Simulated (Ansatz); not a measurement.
**CsPbI2Br (P4/mmm): G0W0 under other settings**

Aim: change settings of a G0W0 run on CsPbI2Br (P4/mmm) and see what moves.

Program: Ansatz 0.2.0. Level of theory: G0W0 on PBE, plane waves, PAW; PAW set soft_1. Results are calculated unless marked as measured.

This is a report of a sequence of runs, with most program output left out.

### Step 1. The structure

The structure is tetragonal, space group P4/mmm (No. 123). Conventional cell: a = 6.375 Å, b = 6.375 Å, c = 5.962 Å, α = 90.00°, β = 90.00°, γ = 90.00°. Cs has 8 I at 4.36 Å and 4 Br at 4.51 Å nearest. Pb has 2 Br at 2.98 Å and 4 I at 3.19 Å nearest. Nearest to I lie 2 Pb at 3.19 Å and 4 Cs at 4.36 Å. Br has 2 Pb at 2.98 Å and 4 Cs at 4.51 Å nearest. Farther neighbours and most contacts between anions are not listed.

The cell and positions are those that the Materials Project relaxed with its own functionals (PBE, PBE+U or r2SCAN), kept fixed. Spin-orbit coupling is left out unless a step names it.

### Step 2. The base run: 2×2×2 mesh, 469 empty bands, screening to 90 eV, PAW set soft_1 files

G0W0 replaces the xc potential by the self-energy, built once from these orbitals. Only a window of levels is corrected, while the sums run over the empty bands that the input names. This step takes PAW set soft_1 files.

Contents of input.yaml:

```yaml
crystal:
  lattice:
    - [6.375296, 0.0, 0.0]
    - [0.0, 6.375296, 0.0]
    - [0.0, 0.0, 5.96222]
  atoms:
    - { symbol: Cs, position: [0.5, 0.5, 0.5] }
    - { symbol: Pb, position: [0.0, 0.0, 0.0] }
    - { symbol: I, position: [0.0, 0.5, 0.0] }
    - { symbol: I, position: [0.5, 0.0, 0.0] }
    - { symbol: Br, position: [0.0, 0.0, 0.5] }
kpoints:
  mp_grid: { grid: [2, 2, 2] }
hamiltonian:
  xc: pbe
  pseudopotentials: { kind: paw, azcp: { folder: soft_1 } }
scf:
  occupations: { method: fixed }
gw:
  n_empty_bands: 469
  ecut_chi: 90
  qp_bands: [v2, c2]
  qp_kpoints: band_edges
  screening: { model: contour_deformation }
```

Run with:

```bash
ansatz run input.yaml --threads 2 --pin off --max-ram 92160MiB --backend cuda --events-out ev --progress --plain --runs-dir out --devices 1 --max-vram 13GiB
```

Wall time 12 s (1 × NVIDIA H100 80GB HBM3 (shared by 6 runs) with 2 threads of AMD EPYC 7R13 (Zen 3), shared host); peak memory 1.7 GiB.

Numbers from this step:

```
bands summed                                 : 501
RPA ε∞ on this mesh (eigenvalues)            : 9.401, 14.22, 14.22
plane waves in the screening matrix          : 461
q-points in the mesh                         : 8
G0W0 gap on the mesh                         : 2.210 eV
k of the valence top                         : -0.5, -0.5, -0.5
k of the conduction bottom                   : -0.5, -0.5, -0.5
starting gap on the mesh                     : 1.396 eV
Z at the valence top                         : 0.7474
Z at the conduction bottom                   : 0.7596
least direct G0W0 gap on the computed points : 2.210 eV
```

The gap on the mesh goes from 1.40 eV to 2.21 eV, a correction of +0.81 eV. Between the two edge states, bare exchange in place of the xc potential would open the gap by 5.83 eV, and correlation takes back 5.01 eV.

### Step 3. Variant: low screening cutoff

input.yaml, as its differences from that of step 2:

```diff
@@ -19,4 +19,4 @@
 gw:
-  n_empty_bands: 469
-  ecut_chi: 90
+  n_empty_bands: 723
+  ecut_chi: 55
   qp_bands: [v2, c2]
```

Wall time 20 s (1 × NVIDIA H100 80GB HBM3 (shared by 6 runs) with 2 threads); peak memory 1.7 GiB; 19 s of CPU time.

Against the base:

```
              setting  base  variant
          empty bands   469      723
screening cutoff (eV)    90       55
```

```
                                    quantity  variant   base
                    starting gap on the mesh    1.396  1.396
                        G0W0 gap on the mesh    2.114  2.210
least direct G0W0 gap on the computed points    2.114  2.210
                        Z at the valence top    0.750  0.747
                  Z at the conduction bottom    0.760  0.760
```

### Step 4. Variant: static remainder

This step: G0W0 on PBE, plane waves, norm-conserving pseudopotentials.

input.yaml, the sections that differ from step 3:

```yaml
hamiltonian:
  xc: pbe
  pseudopotentials: { kind: nc }
gw:
  n_empty_bands: 255
  ecut_chi: 100
  qp_bands: [v2, c2]
  qp_kpoints: band_edges
  screening: { model: contour_deformation }
  static_remainder: true
# crystal, kpoints, scf: as in step 3
```

The job ended after 14 s (1 × NVIDIA H100 80GB HBM3 (shared by 6 runs) with 2 threads; peak memory 1.9 GiB).

Against the base:

| setting | base | variant |
| --- | --- | --- |
| files | PAW set soft_1 | norm-conserving |
| empty bands | 469 | 255 |
| screening cutoff (eV) | 90 | 100 |
| static remainder | - | true |

| quantity | variant | base |
| --- | --- | --- |
| starting gap on the mesh | 1.387 | 1.396 |
| G0W0 gap on the mesh | 2.243 | 2.210 |
| least direct G0W0 gap on the computed points | 2.243 | 2.210 |
| Z at the valence top | 0.744 | 0.747 |
| Z at the conduction bottom | 0.757 | 0.760 |

### Step 5. Outcome

```yaml
base: 2.21 eV, 12 s
low_screening_cutoff: 2.11 eV, 20 s
static_remainder: 2.24 eV, 14 s
```

What this shows: Low screening cutoff: the gap moves by −0.10 eV; such settings are too crude to quote. The variant differs from the base in empty bands and screening cutoff together, so the change can't be laid to one of them. Static remainder: the gap moves by +0.03 eV (the plane-wave cutoff goes from 420 to 952.399 eV); such settings are too crude to quote. The variant differs from the base in files, empty bands, screening cutoff and static remainder together, so the change can't be laid to one of them. This option needs pseudo pair densities, which the log warns can misplace gaps. All runs here use a coarse mesh and modest cutoffs; they test settings and are not final values. The 2×2×2 mesh is coarse for this cell (its supercell is 12 Å along the shortest edge). The RPA ε∞ on it, from the PBE start, is 9.40 and 14.22; such meshes misread the long-range screening, most where the gap is narrow. Where an edge is built on 6p states of lead, bismuth or thallium, scalar-relativistic gaps usually stand too wide, by a few tenths to over one eV. The many-body steps are scalar-relativistic: spin-orbit coupling is not in them.

[Paths, hosts, dates, memory and timing lines, banners, echoed tables and standing remarks are left out of the program output.]

[Logs are printed without paths, hosts, clocks, repeated set-up lines and the standing remarks that a program may print on its own settings, such as how far it seeks lower states.]

[Runs of the session that timed out or met a known fault of the program may be left out.]

[Cells called generated may have been cut or substituted from an entry of the Crystallography Open Database or the Materials Project.]

[Hosts, paths, dates, database ids (printed as entryN), source tags and the programs' standing remarks are cut or masked in the printed files.]
